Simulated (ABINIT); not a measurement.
# Quasiparticle gap of LiGeN (P6_3mc) in ABINIT, part 3 of 3

Wanted: ground state, empty states, screening and self-energy for LiGeN (P6_3mc).

ABINIT 10.8.3; PBE and many-body steps on it, plane waves. Known limits of the many-body steps: not at the basis limit; no spin-orbit coupling; coarse k mesh.

So far. Step 3 (Bands along the symmetry lines): The gap is 1.455 eV, −0.009 eV from the run before at this level. Step 4 (Empty states on the mesh, 3×3×1 mesh, 85 bands): On this mesh the gap is 2.628 eV. The earlier step found 1.464 eV, so this mesh misses an edge.

### 5. Screening, 3×3×1 mesh, 79 bands, screening to 106.1 eV

The RPA dielectric matrix is built and inverted for each q.

This step: RPA screening on PBE, plane waves, norm-conserving pseudopotentials.

run.abi reads:

```
acell 3*1.0 Angstrom
rprim 
  3.012408535488 -0.000000000022 0.000000000000
  -1.506204267725 2.608822318321 0.000000000000
  0.000000000000 0.000000000000 9.419459000000
ntypat 3
znucl 3 32 7
natom 6
typat 1 1 2 2 3 3
xred 
  0.666666666667 0.333333333333 0.743392000000
  0.333333333333 0.666666666667 0.243392000000
  -0.000000000000 -0.000000000000 0.498023000000
  -0.000000000000 -0.000000000000 0.998023000000
  0.333333333333 0.666666666667 0.603223000000
  0.666666666667 0.333333333333 0.103223000000
pp_dirpath "pseudos"
pseudos "Li.upf, Ge.upf, N.upf"
ecut 56
ngkpt 3 3 1
nshiftk 1
shiftk 0 0 0
kptopt 1
chksymbreak 0
istwfk *1
occopt 1
irdwfk 1
optdriver 3
nband 79
ecuteps 3.9
inclvkb 2
awtr 1
symchi 1
indata_prefix "in"
outdata_prefix "out"
tmpdata_prefix "tmp"
```

Run with:

```
$ OMP_NUM_THREADS=1 mpirun -n 4 abinit run.abi > log
```

Numbers of over 12 decimals in the logs are rounded to 6 here.

Log:

```text
.Version 10.8.3 of ABINIT. v10.8.2 released Aug 2026.

 Symmetries : space group P6_3 m c (#186); Bravais hP (primitive hexag.)
[... echo of the input left out ...]
== DATASET  1 ==================================================================
-   mpi_nproc: 4, omp_nthreads: 1 (-1 if OMP is not activated)

--- !DatasetInfo
iteration_state: {dtset: 1, }
dimensions: {natom: 6, nkpt: 3, mband: 79, nsppol: 1, nspinor: 1, nspden: 1, mpw: 10115, }
cutoff_energies: {ecut:  56.0, pawecutdg:  -1.0, }
electrons: {nelect:   6.00000000E+01, charge:   0.00000000E+00, occopt:   1.00000000E+00, tsmear:   1.00000000E-02, }

 SCREENING: Calculation of the susceptibility and dielectric matrices

 Based on a program developped by R.W. Godby, V. Olevano, G. Onida, and L. Reining.
 Incorporated in ABINIT by V. Olevano, G.-M. Rignanese, and M. Torrent.
.Using double precision arithmetic ; gwpc =  8

[... cell and pseudopotentials left out ...]
--------------------------------------------------------------------------------

 ==== K-mesh for the wavefunctions ====
 Number of points in the irreducible wedge :     3
[... list of points left out ...]
 Together with 12 symmetry operations and time-reversal symmetry
 yields     9 points in the full Brillouin Zone.

 ==== Q-mesh for the screening function ====
 Number of points in the irreducible wedge :     3
[... list of points left out ...]
 Together with 12 symmetry operations and time-reversal symmetry
 yields     9 points in the full Brillouin Zone.

 setmesh: FFT mesh size selected  =    24x   24x   80
          total number of points  =        46080

 vcoul_init : cutoff-mode = AUXILIARY_FUNCTION
 q-points for optical limit:   1
     1)      0.000010    0.000020    0.000030

- screening: taking advantage of time-reversal symmetry
- Maximum band index for partially occupied states nbvw = 30
- Remaining bands to be divided among processors   nbcw = 49
- Number of bands treated by each node ~12

 Number of electrons calculated from density =   60.0000; Expected =   60.0000
 average of density, n =  0.120108
 r_s =    1.2573
 omega_plasma =   33.4303 [eV]

 calculating chi0 at frequencies [eV] :
  1    0.000000E+00    0.000000E+00
  2    0.000000E+00    3.343034E+01

--------------------------------------------------------------------------------
  q-point number  1        q = ( 0.000000, 0.000000, 0.000000) [r.l.u.]
--------------------------------------------------------------------------------
[... chi0 elements left out ...]
 For q-point:  0.000010 0.000020 0.000030
  dielectric constant =  11.8737
  dielectric constant without local fields =  13.4100

  Average fulfillment of the sum rule on Im[epsilon] for q-point    1 :     30.60  [%]
[... wings left out ...]
  q-point number  2        q = ( 0.333333, 0.000000, 0.000000) [r.l.u.]
--------------------------------------------------------------------------------
[... chi0 elements left out ...]
  Average fulfillment of the sum rule on Im[epsilon] for q-point    2 :     29.56  [%]

 [... 1 further q-points ...]
```

Run time: 16 s. Hardware: 4 MPI ranks of Arm Neoverse V1, shared host; peak memory 0.96 GiB; 63 s of CPU time.

Numbers from this step:

| Property | Result |
| --- | --- |
| ε∞ with local fields, on this mesh, along the program's q direction | 11.87 |
| the same without local fields | 13.41 |
| plasma frequency | 33.43 eV |
| plane waves in the screening matrix | 201 |

Local fields lower ε∞ by 11 %. On a Γ-centred mesh this coarse the value itself is usually too large, while a short band sum pulls it down.

### 6. Self-energy, 3×3×1 mesh, 79 bands, screening to 106.1 eV

The self-energy is evaluated for the states that the input lists, and the levels follow from it, in one-shot runs by the linearised quasiparticle equation.

This step: G0W0 on PBE, plane waves, norm-conserving pseudopotentials.

run.abi: that of step 5 with these lines changed.

```diff
@@ -27,8 +27,19 @@
 irdwfk 1
-optdriver 3
+optdriver 4
 nband 79
+gwcalctyp 0
+ecutsigx 56
+symsigma 1
+nkptgw 3
+kptgw 
+  0.3333333333 0.0000000000 0.0000000000
+  0.3333333333 0.3333333333 0.0000000000
+  0.0000000000 0.0000000000 0.0000000000
+bdgw 
+  29 32
+  29 32
+  26 32
 ecuteps 3.9
-inclvkb 2
-awtr 1
-symchi 1
+irdscr 1
+ppmodel 1
 indata_prefix "in"
```

Log:

```text
.Version 10.8.3 of ABINIT. v10.8.2 released Aug 2026.

 Symmetries : space group P6_3 m c (#186); Bravais hP (primitive hexag.)
[... echo of the input left out ...]
== DATASET  1 ==================================================================
-   mpi_nproc: 4, omp_nthreads: 1 (-1 if OMP is not activated)

--- !DatasetInfo
iteration_state: {dtset: 1, }
dimensions: {natom: 6, nkpt: 3, mband: 79, nsppol: 1, nspinor: 1, nspden: 1, mpw: 10115, }
cutoff_energies: {ecut:  56.0, pawecutdg:  -1.0, }
electrons: {nelect:   6.00000000E+01, charge:   0.00000000E+00, occopt:   1.00000000E+00, tsmear:   1.00000000E-02, }

 SIGMA: Calculation of the GW corrections

 Based on a program developped by R.W. Godby, V. Olevano, G. Onida, and L. Reining.
 Incorporated in ABINIT by V. Olevano, G.-M. Rignanese, and M. Torrent.
.Using double precision arithmetic ; gwpc =  8

[... cell and pseudopotentials left out ...]
--------------------------------------------------------------------------------

 ==== K-mesh for the wavefunctions ====
 Number of points in the irreducible wedge :     3
[... list of points left out ...]
 Together with 12 symmetry operations and time-reversal symmetry
 yields     9 points in the full Brillouin Zone.

 ==== Q-mesh for screening function ====
 Number of points in the irreducible wedge :     3
[... list of points left out ...]
 Together with 12 symmetry operations and time-reversal symmetry
 yields     9 points in the full Brillouin Zone.

 vcoul_init : cutoff-mode = AUXILIARY_FUNCTION
 q-points for optical limit:   1
     1)      0.000010    0.000020    0.000030
 setmesh: FFT mesh size selected  =    36x   36x  120
          total number of points  =       155520

 Number of electrons calculated from density =   60.0000; Expected =   60.0000
 average of density, n =  0.120108
 r_s =    1.2573
 omega_plasma =   33.4303 [eV]

 === KS Band Gaps ===
  >>>> For spin  1
   Minimum direct gap =   2.6309 [eV], located at k-point      :   0.3333  0.3333  0.0000
   Fundamental gap    =   2.6282 [eV], Top of valence bands at :   0.3333  0.0000  0.0000
                                       Bottom of conduction at :   0.3333  0.3333  0.0000
 SIGMA fundamental parameters:
 PLASMON POLE MODEL  1
 number of plane-waves for SigmaX                10115
 number of plane-waves for SigmaC and W            201
 number of plane-waves for wavefunctions         10115
 number of bands                                    79
 number of independent spin polarizations            1
 number of spinorial components                      1
 number of k-points in IBZ                           3
 number of q-points in IBZ                           3
 number of symmetry operations                      12
 number of k-points in BZ                            9
 number of q-points in BZ                            9
 number of frequencies for dSigma/dE                 9
 frequency step for dSigma/dE [eV]                0.25
 number of omega for Sigma on real axis              0
 max omega for Sigma on real axis  [eV]           0.00
 zcut for avoiding poles [eV]                     0.10

 EPSILON^-1 parameters (SCR file):
 dimension of the eps^-1 matrix on file            201
 dimension of the eps^-1 matrix used               201
 number of plane-waves for wavefunctions         10115
 number of bands                                    79
 number of q-points in IBZ                           3
 number of frequencies                               2
 number of real frequencies                          1
 number of imag frequencies                          1

 matrix elements of self-energy operator (all in [eV])

 Perturbative Calculation

--- !SelfEnergy_ee
iteration_state: {dtset: 1, }
kpoint     : [   0.333,    0.000,    0.000, ]
spin       : 1
KS_gap     :    2.900
QP_gap     :    3.547
Delta_QP_KS:    0.647
data: !SigmaeeData |
     Band     E0 <VxcDFT>   SigX SigC(E0)      Z dSigC/dE  Sig(E)    E-E0       E
       29   4.000 -12.709 -15.847   2.861   0.783  -0.277 -12.926  -0.217   3.782
       30   5.238 -14.916 -17.813   3.015   0.778  -0.286 -14.825   0.091   5.329
       31   8.139 -12.586  -7.956  -3.712   0.804  -0.244 -11.848   0.738   8.876
       32   8.468 -12.440  -7.747  -3.750   0.803  -0.246 -11.683   0.757   9.224

--- !SelfEnergy_ee
iteration_state: {dtset: 1, }
kpoint     : [   0.333,    0.333,    0.000, ]
spin       : 1
KS_gap     :    2.631
QP_gap     :    3.345
Delta_QP_KS:    0.715
data: !SigmaeeData |
     Band     E0 <VxcDFT>   SigX SigC(E0)      Z dSigC/dE  Sig(E)    E-E0       E
       29   4.115 -12.459 -15.170   2.345   0.793  -0.261 -12.750  -0.291   3.824
       30   5.236 -14.077 -16.485   2.325   0.791  -0.265 -14.143  -0.066   5.170
       31   7.867 -11.914  -7.633  -3.471   0.801  -0.249 -11.265   0.649   8.516
       32   7.867 -11.914  -7.633  -3.471   0.801  -0.249 -11.265   0.649   8.516

--- !SelfEnergy_ee
iteration_state: {dtset: 1, }
kpoint     : [   0.000,    0.000,    0.000, ]
spin       : 1
KS_gap     :    2.868
QP_gap     :    3.455
Delta_QP_KS:    0.587
data: !SigmaeeData |
     Band     E0 <VxcDFT>   SigX SigC(E0)      Z dSigC/dE  Sig(E)    E-E0       E
       26   4.294 -17.649 -21.334   4.164   0.761  -0.313 -17.284   0.365   4.659
       27   4.294 -17.649 -21.334   4.164   0.761  -0.313 -17.284   0.365   4.659
       28   4.294 -17.648 -21.334   4.164   0.761  -0.313 -17.284   0.364   4.659
       29   4.294 -17.648 -21.334   4.164   0.761  -0.313 -17.284   0.364   4.659
       30   5.111 -15.074 -18.089   3.198   0.772  -0.296 -14.932   0.142   5.253
       31   7.979 -12.967  -8.137  -3.919   0.800  -0.249 -12.238   0.729   8.708
       32   8.934 -14.060  -8.662  -4.066   0.794  -0.259 -13.002   1.058   9.993

 New Fermi energy :        2.543964E-01 Ha ,    6.922478E+00 eV

 === QP Band Gaps ===
  >>>> For spin  1
   Minimum direct gap =   3.3454 [eV], located at k-point      :   0.3333  0.3333  0.0000
   Fundamental gap    =   3.1861 [eV], Top of valence bands at :   0.3333  0.0000  0.0000
                                       Bottom of conduction at :   0.3333  0.3333  0.0000

== END DATASET(S) ==============================================================
================================================================================

 -outvars: echo values of variables after computation  --------
           etotal      0.0000000000E+00
            nband          79
             nkpt           3
          spgroup         186
 [... the other variables as echoed above ...]

 Calculation completed.
```

Wall time 9.3 s (4 MPI ranks); peak memory 0.95 GiB.

Numbers from this step:

```
G0W0 gap on the points computed              : 3.187 eV
starting gap on the mesh                     : 2.628 eV
k of the valence top                         : 0.3333, 0, 0
k of the conduction bottom                   : 0.3333, 0.3333, 0
Z at the valence top                         : 0.778
Z at the conduction bottom                   : 0.801
least direct G0W0 gap on the computed points : 3.346 eV
```

The gap on the mesh goes from 2.63 eV to 3.19 eV, a correction of +0.56 eV. The start differs from the 1.46 eV found before because the two sample other k points.

Limits: finite bands, cutoff and mesh; no spin-orbit coupling; coarse k mesh. v1 is the top filled band, c1 the lowest empty one. The levels before and after the correction (eV, zero at the valence-band top of each column):

|  | conduction bottom | valence top |
| --- | --- | --- |
| Kohn-Sham | 2.63 | 0.00 |
| G0W0 | 3.19 | 0.00 |

|  | level | energy (eV) |
| --- | --- | --- |
| Kohn-Sham | (0.333 0 0) v2 | -1.239 |
| Kohn-Sham | (0.333 0 0) v1 | 0.000 |
| Kohn-Sham | (0.333 0 0) c1 | 2.900 |
| Kohn-Sham | (0.333 0 0) c2 | 3.229 |
| Kohn-Sham | (0.333 0.333 0) v2 | -1.123 |
| Kohn-Sham | (0.333 0.333 0) v1 | -0.003 |
| Kohn-Sham | (0.333 0.333 0) c1-c2 | 2.628 |
| G0W0 | (0.333 0 0) v2 | -1.547 |
| G0W0 | (0.333 0 0) v1 | 0.000 |
| G0W0 | (0.333 0 0) c1 | 3.547 |
| G0W0 | (0.333 0 0) c2 | 3.895 |
| G0W0 | (0.333 0.333 0) v2 | -1.505 |
| G0W0 | (0.333 0.333 0) v1 | -0.159 |
| G0W0 | (0.333 0.333 0) c1-c2 | 3.187 |

### 7. Where the time went

Times are wall times on the hardware named with each run, good to a factor of about two.

| step | time | share | memory (GiB) |
| --- | --- | --- | --- |
| ground state | 72 s | 26 % | 0.59 |
| bands along the symmetry lines | 2.6 min | 56 % | 0.79 |
| empty states on the mesh | 26 s | 9 % | 0.34 |
| screening | 16 s | 6 % | 0.96 |
| self-energy | 9.3 s | 3 % | 0.95 |

### 8. Outcome

```
PBE gap                              : 1.46 eV, indirect
G0W0 gap on the mesh                 : 3.19 eV
G0W0 gap over the zone (rigid shift) : 2.01 eV
GW settings                          : 3×3×1 mesh, 79 bands, screening to 106.1 eV, Godby-Needs plasmon pole
known limits                         : not at the basis limit; no spin-orbit coupling; coarse k mesh
```

**Reading.** G0W0 moves the gap on the mesh from 2.63 eV to 3.19 eV (+0.56 eV), with Z of 0.78 and 0.80 at the edges. The mesh misses the band edges by 1.17 eV in all; a rigid shift gives 2.01 eV for the zone. Local fields lower the RPA ε∞ on this mesh from 13.41 to 11.87; a Γ-centred mesh this coarse tends to raise both, most where the direct gap is narrow, while a short band sum lowers them. The dearest step here is «bands along the symmetry lines». Bands and cutoff are finite, so the gap is not at the basis limit. The miss can reach some tenths of an eV and take either sign; the mesh is an error of its own. A denser mesh or path gives a starting gap of 1.46 eV: the GW mesh misses a band edge, so its gaps are not the fundamental one. The 3×3×1 mesh is coarse for this cell, which bears on the long-range parts of exchange and screening. The many-body steps are scalar-relativistic: spin-orbit coupling is not in them.

[Paths, hosts, dates, memory and timing lines, banners, echoed tables and standing remarks are left out of the program output.]

[Logs are printed without paths, hosts, clocks, repeated set-up lines and the standing remarks that a program may print on its own settings, such as how far it seeks lower states.]

[Runs of the session that timed out or met a known fault of the program may be left out.]

[Hosts, paths, dates, database ids (printed as entryN), source tags and the programs' standing remarks are cut or masked in the printed files.]

[G0W0 gaps are taken among the corrected bands and points alone; a level outside them can change the order at an edge.]

[Where Ansatz stands beside ABINIT at settings called matched, ABINIT's density can come from a denser mesh and the files from another edition; pairs whose starting gaps differed by over 0.03 eV were left out, so agreement reads better than it is.]
